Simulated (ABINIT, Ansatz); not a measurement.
# KBeI3 (Pm-3m): zone-centre phonons, part 4 of 5

Wanted: the vibrations of KBeI3 (Pm-3m) at Γ, by two programs.

ABINIT 10.8.3; DFT PBEsol, scalar-relativistic, plane waves, PseudoDojo norm-conserving pseudopotentials.

So far, highest optical zone-centre mode (no LO-TO term) (cm⁻¹): step 5 (zone-centre analysis) 84.8. The relaxed cell has a = 5.413 Å (conventional setting).

The structure was built from a prototype and need not be the compound's stable phase.

## 6. Sum rules set otherwise (asr 0)

Without the rule the raw error of the acoustic modes shows.

File anaddb.abi:

```
ddb_filepath "gamma_DDB"
output_file "anaddb.abo"
outdata_prefix "anaddb"
asr 0
chneut 0
enunit 2
eivec 1
nph1l 1
qph1l 0.0 0.0 0.0 1.0
```

File mrgddb.in:

```
gamma_DDB
merged
2
dfpt_gammao_DDB
gso_DDB
```

Launch:

```
$ mrgddb < mrgddb.in > mrgddb.log
$ OMP_NUM_THREADS=1 anaddb anaddb.abi > anaddb.log
```

anaddb.abo, the main output file:

```text
-outvars_anaddb: echo values of input variables ----------------------

 Miscellaneous information :
      enunit         2
       eivec         1
      chneut         0
 First list of wavevector (reduced coord.) :
       nph1l         1
       qph1l
                     0.00000000E+00  0.00000000E+00  0.00000000E+00    1.000E+00

================================================================================

 read the DDB information and perform some checks

  ==== Info on the Cryst% object ====
 Real(R)+Recip(G) space primitive vectors, cartesian coordinates (Bohr,Bohr^-1):
 R(1)= 10.2297810  0.0000000  0.0000000  G(1)=  0.0977538  0.0000000  0.0000000
 R(2)=  0.0000000 10.2297810  0.0000000  G(2)=  0.0000000  0.0977538  0.0000000
 R(3)=  0.0000000  0.0000000 10.2297810  G(3)=  0.0000000  0.0000000  0.0977538
 Unit cell volume ucvol=  1.0705304E+03 bohr^3
 Angles (23,13,12)=  9.00000000E+01  9.00000000E+01  9.00000000E+01 degrees
 Time-reversal symmetry is present
 Reduced atomic positions [iatom, xred, symbol]:
    1)    0.0000000  0.0000000  0.0000000   K
    2)    0.5000000  0.5000000  0.5000000  Be
    3)    0.5000000  0.5000000  0.0000000   I
    4)    0.5000000  0.0000000  0.5000000   I
    5)    0.0000000  0.5000000  0.5000000   I

 DDB file with 3 blocks has been read.

================================================================================

 Treat the first list of vectors

  Phonon wavevector (reduced coordinates) :  0.00000  0.00000  0.00000
 Phonon energies in Hartree :
  -1.240312E-03 -1.240312E-03 -1.240312E-03 -1.427626E-05 -1.427626E-05
  -1.427626E-05  1.699951E-04  1.699951E-04  1.699951E-04  2.415643E-04
   2.415643E-04  2.415643E-04  3.859836E-04  3.859836E-04  3.859836E-04
 Phonon energies in meV     :
- -3.375061E+01 -3.375061E+01 -3.375061E+01 -3.884769E-01 -3.884769E-01
- -3.884769E-01  4.625803E+00  4.625803E+00  4.625803E+00  6.573299E+00
-  6.573299E+00  6.573299E+00  1.050315E+01  1.050315E+01  1.050315E+01
 Phonon frequencies in cm-1    :
- -2.722170E+02 -2.722170E+02 -2.722170E+02 -3.133277E+00 -3.133277E+00
- -3.133277E+00  3.730961E+01  3.730961E+01  3.730961E+01  5.301723E+01
-  5.301723E+01  5.301723E+01  8.471360E+01  8.471360E+01  8.471360E+01
 Phonon frequencies in Thz     :
- -8.160860E+00 -8.160860E+00 -8.160860E+00 -9.393329E-02 -9.393329E-02
- -9.393329E-02  1.118514E+00  1.118514E+00  1.118514E+00  1.589417E+00
-  1.589417E+00  1.589417E+00  2.539650E+00  2.539650E+00  2.539650E+00
 Phonon energies in Kelvin  :
- -3.916595E+02 -3.916595E+02 -3.916595E+02 -4.508087E+00 -4.508087E+00
- -4.508087E+00  5.368021E+01  5.368021E+01  5.368021E+01  7.627997E+01
-  7.627997E+01  7.627997E+01  1.218840E+02  1.218840E+02  1.218840E+02

 Eigendisplacements
 (will be given, for each mode : in cartesian coordinates
   for each atom the real part of the displacement vector,
   then the imaginary part of the displacement vector - absolute values smaller than 1.0d-7 are set to zero)
  Mode number    1   Energy   -1.240312E-03
 Attention : low frequency mode.
   (Could be unstable or acoustic mode)
-  1  0.00000000E+00  0.00000000E+00  2.29858957E-05
-     0.00000000E+00  0.00000000E+00  0.00000000E+00
-  2  0.00000000E+00  0.00000000E+00  7.67341130E-03
-     0.00000000E+00  0.00000000E+00  0.00000000E+00
-  3  0.00000000E+00  0.00000000E+00 -3.49189692E-04
-     0.00000000E+00  0.00000000E+00  0.00000000E+00
-  4  0.00000000E+00  0.00000000E+00 -9.79861621E-05
-     0.00000000E+00  0.00000000E+00  0.00000000E+00
-  5  0.00000000E+00  0.00000000E+00 -9.79861621E-05
-     0.00000000E+00  0.00000000E+00  0.00000000E+00
  Mode number    2   Energy   -1.240312E-03
 Attention : low frequency mode.
   (Could be unstable or acoustic mode)
-  1  0.00000000E+00  2.29858957E-05  0.00000000E+00
-     0.00000000E+00  0.00000000E+00  0.00000000E+00
-  2  2.07943059E-07  7.67341130E-03  0.00000000E+00
-     0.00000000E+00  0.00000000E+00  0.00000000E+00
-  3  0.00000000E+00 -9.79861621E-05  0.00000000E+00
-     0.00000000E+00  0.00000000E+00  0.00000000E+00
-  4  0.00000000E+00 -3.49189692E-04  0.00000000E+00
-     0.00000000E+00  0.00000000E+00  0.00000000E+00
-  5  0.00000000E+00 -9.79861621E-05  0.00000000E+00
-     0.00000000E+00  0.00000000E+00  0.00000000E+00
  Mode number    3   Energy   -1.240312E-03
 Attention : low frequency mode.
   (Could be unstable or acoustic mode)
-  1  2.29858957E-05  0.00000000E+00  0.00000000E+00
-     0.00000000E+00  0.00000000E+00  0.00000000E+00
-  2  7.67341130E-03 -2.07943059E-07  0.00000000E+00
-     0.00000000E+00  0.00000000E+00  0.00000000E+00
-  3 -9.79861621E-05  0.00000000E+00  0.00000000E+00
-     0.00000000E+00  0.00000000E+00  0.00000000E+00
-  4 -9.79861621E-05  0.00000000E+00  0.00000000E+00
-     0.00000000E+00  0.00000000E+00  0.00000000E+00
-  5 -3.49189692E-04  0.00000000E+00  0.00000000E+00
-     0.00000000E+00  0.00000000E+00  0.00000000E+00
  Mode number    4   Energy   -1.427626E-05
 Attention : low frequency mode.
   (Could be unstable or acoustic mode)
-  1  0.00000000E+00  0.00000000E+00 -1.08518526E-03
-     0.00000000E+00  0.00000000E+00  0.00000000E+00
-  2  0.00000000E+00  0.00000000E+00 -1.12468111E-03
-     0.00000000E+00  0.00000000E+00  0.00000000E+00
-  3  0.00000000E+00  0.00000000E+00 -1.14123467E-03
-     0.00000000E+00  0.00000000E+00  0.00000000E+00
-  4  0.00000000E+00  0.00000000E+00 -1.13307457E-03
-     0.00000000E+00  0.00000000E+00  0.00000000E+00
-  5  0.00000000E+00  0.00000000E+00 -1.13307457E-03
-     0.00000000E+00  0.00000000E+00  0.00000000E+00
  Mode number    5   Energy   -1.427626E-05
 Attention : low frequency mode.
   (Could be unstable or acoustic mode)
-  1  0.00000000E+00 -1.08518526E-03  0.00000000E+00
-     0.00000000E+00  0.00000000E+00  0.00000000E+00
-  2  0.00000000E+00 -1.12468111E-03  0.00000000E+00
-     0.00000000E+00  0.00000000E+00  0.00000000E+00
-  3  0.00000000E+00 -1.13307457E-03  0.00000000E+00
-     0.00000000E+00  0.00000000E+00  0.00000000E+00
-  4  0.00000000E+00 -1.14123467E-03  0.00000000E+00
-     0.00000000E+00  0.00000000E+00  0.00000000E+00
-  5  0.00000000E+00 -1.13307457E-03  0.00000000E+00
-     0.00000000E+00  0.00000000E+00  0.00000000E+00
  Mode number    6   Energy   -1.427626E-05
 Attention : low frequency mode.
   (Could be unstable or acoustic mode)
-  1  1.08518526E-03  0.00000000E+00  0.00000000E+00
-     0.00000000E+00  0.00000000E+00  0.00000000E+00
-  2  1.12468111E-03  0.00000000E+00  0.00000000E+00
-     0.00000000E+00  0.00000000E+00  0.00000000E+00
-  3  1.13307457E-03  0.00000000E+00  0.00000000E+00
-     0.00000000E+00  0.00000000E+00  0.00000000E+00
-  4  1.13307457E-03  0.00000000E+00  0.00000000E+00
-     0.00000000E+00  0.00000000E+00  0.00000000E+00
-  5  1.14123467E-03  0.00000000E+00  0.00000000E+00
-     0.00000000E+00  0.00000000E+00  0.00000000E+00
  Mode number    7   Energy    1.699951E-04
-  1  0.00000000E+00  0.00000000E+00  0.00000000E+00
-     0.00000000E+00  0.00000000E+00  0.00000000E+00
-  2  0.00000000E+00  0.00000000E+00  0.00000000E+00
-     0.00000000E+00  0.00000000E+00  0.00000000E+00
-  3  0.00000000E+00  0.00000000E+00  0.00000000E+00
-     0.00000000E+00  0.00000000E+00  0.00000000E+00
-  4  0.00000000E+00  0.00000000E+00 -1.47016639E-03
-     0.00000000E+00  0.00000000E+00  0.00000000E+00
-  5  0.00000000E+00  0.00000000E+00  1.47016639E-03
-     0.00000000E+00  0.00000000E+00  0.00000000E+00
  Mode number    8   Energy    1.699951E-04
-  1  0.00000000E+00  0.00000000E+00  0.00000000E+00
-     0.00000000E+00  0.00000000E+00  0.00000000E+00
-  2  0.00000000E+00  0.00000000E+00  0.00000000E+00
-     0.00000000E+00  0.00000000E+00  0.00000000E+00
-  3  0.00000000E+00 -1.47016639E-03  0.00000000E+00
-     0.00000000E+00  0.00000000E+00  0.00000000E+00
-  4  0.00000000E+00  0.00000000E+00  0.00000000E+00
-     0.00000000E+00  0.00000000E+00  0.00000000E+00
-  5  0.00000000E+00  1.47016639E-03  0.00000000E+00
-     0.00000000E+00  0.00000000E+00  0.00000000E+00
  Mode number    9   Energy    1.699951E-04
-  1  0.00000000E+00  0.00000000E+00  0.00000000E+00
-     0.00000000E+00  0.00000000E+00  0.00000000E+00
-  2  0.00000000E+00  0.00000000E+00  0.00000000E+00
-     0.00000000E+00  0.00000000E+00  0.00000000E+00
-  3  1.47016639E-03  0.00000000E+00  0.00000000E+00
-     0.00000000E+00  0.00000000E+00  0.00000000E+00
-  4 -1.47016639E-03  0.00000000E+00  0.00000000E+00
-     0.00000000E+00  0.00000000E+00  0.00000000E+00
-  5  0.00000000E+00  0.00000000E+00  0.00000000E+00
-     0.00000000E+00  0.00000000E+00  0.00000000E+00
  Mode number   10   Energy    2.415643E-04
-  1  0.00000000E+00  0.00000000E+00  3.56287859E-03
-     0.00000000E+00  0.00000000E+00  0.00000000E+00
-  2  0.00000000E+00  0.00000000E+00 -4.71291813E-04
-     0.00000000E+00  0.00000000E+00  0.00000000E+00
-  3  0.00000000E+00  0.00000000E+00 -5.26280679E-04
-     0.00000000E+00  0.00000000E+00  0.00000000E+00
-  4  0.00000000E+00  0.00000000E+00 -2.44004909E-04
-     0.00000000E+00  0.00000000E+00  0.00000000E+00
-  5  0.00000000E+00  0.00000000E+00 -2.44004909E-04
-     0.00000000E+00  0.00000000E+00  0.00000000E+00
  Mode number   11   Energy    2.415643E-04
-  1  0.00000000E+00  3.56287859E-03  0.00000000E+00
-     0.00000000E+00  0.00000000E+00  0.00000000E+00
-  2  0.00000000E+00 -4.71291813E-04  0.00000000E+00
-     0.00000000E+00  0.00000000E+00  0.00000000E+00
-  3  0.00000000E+00 -2.44004909E-04  0.00000000E+00
-     0.00000000E+00  0.00000000E+00  0.00000000E+00
-  4  0.00000000E+00 -5.26280679E-04  0.00000000E+00
-     0.00000000E+00  0.00000000E+00  0.00000000E+00
-  5  0.00000000E+00 -2.44004909E-04  0.00000000E+00
-     0.00000000E+00  0.00000000E+00  0.00000000E+00
  Mode number   12   Energy    2.415643E-04
-  1  3.56287859E-03  0.00000000E+00  0.00000000E+00
-     0.00000000E+00  0.00000000E+00  0.00000000E+00
-  2 -4.71291813E-04  0.00000000E+00  0.00000000E+00
-     0.00000000E+00  0.00000000E+00  0.00000000E+00
-  3 -2.44004909E-04  0.00000000E+00  0.00000000E+00
-     0.00000000E+00  0.00000000E+00  0.00000000E+00
-  4 -2.44004909E-04  0.00000000E+00  0.00000000E+00
-     0.00000000E+00  0.00000000E+00  0.00000000E+00
-  5 -5.26280679E-04  0.00000000E+00  0.00000000E+00
-     0.00000000E+00  0.00000000E+00  0.00000000E+00
  Mode number   13   Energy    3.859836E-04
-  1  0.00000000E+00  0.00000000E+00 -3.98155127E-04
-     0.00000000E+00  0.00000000E+00  0.00000000E+00
-  2  0.00000000E+00  0.00000000E+00 -7.08989779E-04
-     0.00000000E+00  0.00000000E+00  0.00000000E+00
-  3  0.00000000E+00  0.00000000E+00 -1.61909144E-03
-     0.00000000E+00  0.00000000E+00  0.00000000E+00
-  4  0.00000000E+00  0.00000000E+00  8.99105983E-04
-     0.00000000E+00  0.00000000E+00  0.00000000E+00
-  5  0.00000000E+00  0.00000000E+00  8.99105983E-04
-     0.00000000E+00  0.00000000E+00  0.00000000E+00
  Mode number   14   Energy    3.859836E-04
-  1  0.00000000E+00  3.98155127E-04  0.00000000E+00
-     0.00000000E+00  0.00000000E+00  0.00000000E+00
-  2  0.00000000E+00  7.08989779E-04  0.00000000E+00
-     0.00000000E+00  0.00000000E+00  0.00000000E+00
-  3  0.00000000E+00 -8.99105983E-04  0.00000000E+00
-     0.00000000E+00  0.00000000E+00  0.00000000E+00
-  4  0.00000000E+00  1.61909144E-03  0.00000000E+00
-     0.00000000E+00  0.00000000E+00  0.00000000E+00
-  5  0.00000000E+00 -8.99105983E-04  0.00000000E+00
-     0.00000000E+00  0.00000000E+00  0.00000000E+00
  Mode number   15   Energy    3.859836E-04
-  1  3.98155127E-04  0.00000000E+00  0.00000000E+00
-     0.00000000E+00  0.00000000E+00  0.00000000E+00
-  2  7.08989779E-04  0.00000000E+00  0.00000000E+00
-     0.00000000E+00  0.00000000E+00  0.00000000E+00
-  3 -8.99105983E-04  0.00000000E+00  0.00000000E+00
-     0.00000000E+00  0.00000000E+00  0.00000000E+00
-  4 -8.99105983E-04  0.00000000E+00  0.00000000E+00
-     0.00000000E+00  0.00000000E+00  0.00000000E+00
-  5  1.61909144E-03  0.00000000E+00  0.00000000E+00
-     0.00000000E+00  0.00000000E+00  0.00000000E+00

 Analysis of degeneracies and characters (maximum tolerance=1.00E-06 a.u.)
 For each vibration mode, or group of modes if degenerate,
 the characters are given for each symmetry operation (see the list in the log file).
 Symmetry characters of vibration mode #   1
       degenerate with vibration modes #   2 to    3
  3.0 -3.0 -1.0  1.0 -1.0  1.0 -1.0  1.0  1.0 -1.0 -1.0  1.0  1.0 -1.0 -1.0  1.0
  0.0 -0.0  0.0 -0.0 -0.0  0.0 -0.0  0.0  1.0 -1.0 -1.0  1.0 -1.0  1.0  1.0 -1.0
  0.0 -0.0 -0.0  0.0 -0.0  0.0  0.0 -0.0  1.0 -1.0  1.0 -1.0 -1.0  1.0 -1.0  1.0
 Symmetry characters of vibration mode #   4
       degenerate with vibration modes #   5 to    6
  3.0 -3.0 -1.0  1.0 -1.0  1.0 -1.0  1.0  1.0 -1.0 -1.0  1.0  1.0 -1.0 -1.0  1.0
  0.0 -0.0  0.0 -0.0 -0.0  0.0 -0.0  0.0  1.0 -1.0 -1.0  1.0 -1.0  1.0  1.0 -1.0
  0.0 -0.0 -0.0  0.0 -0.0  0.0  0.0 -0.0  1.0 -1.0  1.0 -1.0 -1.0  1.0 -1.0  1.0
 Symmetry characters of vibration mode #   7
       degenerate with vibration modes #   8 to    9
  3.0 -3.0 -1.0  1.0 -1.0  1.0 -1.0  1.0 -1.0  1.0  1.0 -1.0 -1.0  1.0  1.0 -1.0
 -0.0  0.0 -0.0  0.0  0.0 -0.0  0.0 -0.0 -1.0  1.0  1.0 -1.0  1.0 -1.0 -1.0  1.0
 -0.0  0.0  0.0 -0.0  0.0 -0.0 -0.0  0.0 -1.0  1.0 -1.0  1.0  1.0 -1.0  1.0 -1.0
 Symmetry characters of vibration mode #  10
       degenerate with vibration modes #  11 to   12
  3.0 -3.0 -1.0  1.0 -1.0  1.0 -1.0  1.0  1.0 -1.0 -1.0  1.0  1.0 -1.0 -1.0  1.0
 -0.0  0.0  0.0 -0.0 -0.0  0.0  0.0 -0.0  1.0 -1.0 -1.0  1.0 -1.0  1.0  1.0 -1.0
 -0.0  0.0 -0.0  0.0  0.0 -0.0  0.0 -0.0  1.0 -1.0  1.0 -1.0 -1.0  1.0 -1.0  1.0
 Symmetry characters of vibration mode #  13
       degenerate with vibration modes #  14 to   15
  3.0 -3.0 -1.0  1.0 -1.0  1.0 -1.0  1.0  1.0 -1.0 -1.0  1.0  1.0 -1.0 -1.0  1.0
  0.0 -0.0  0.0 -0.0  0.0 -0.0 -0.0  0.0  1.0 -1.0 -1.0  1.0 -1.0  1.0  1.0 -1.0
  0.0 -0.0  0.0 -0.0 -0.0  0.0  0.0 -0.0  1.0 -1.0  1.0 -1.0 -1.0  1.0 -1.0  1.0
-
```

Run time: 0.49 s. Hardware: 1 thread of Arm Neoverse V1, shared host.

Numbers from this step:

```yaml
highest_optical_zone_centre_mode_no_lo_to_term: 84.71 cm⁻¹
lowest_optical_zone_centre_mode: -272.2 cm⁻¹
```

Zone-centre frequencies as printed; negative means imaginary. Modes:

```csv
mode,frequency (cm⁻¹)
1,-272.2
2,-272.2
3,-272.2
4,-3.13
5,-3.13
6,-3.13
7,37.31
8,37.31
9,37.31
10,53.02
11,53.02
12,53.02
13,84.71
14,84.71
15,84.71
```

(Part 4 of 5 ends here.)

[Host names and launcher messages were left out of these logs when they were recorded.]

[Logs are printed without paths, hosts, clocks, repeated set-up lines and the standing remarks that a program may print on its own settings, such as how far it seeks lower states.]

[Hosts, paths, dates, database ids (printed as entryN), source tags and the programs' standing remarks are cut or masked in the printed files.]
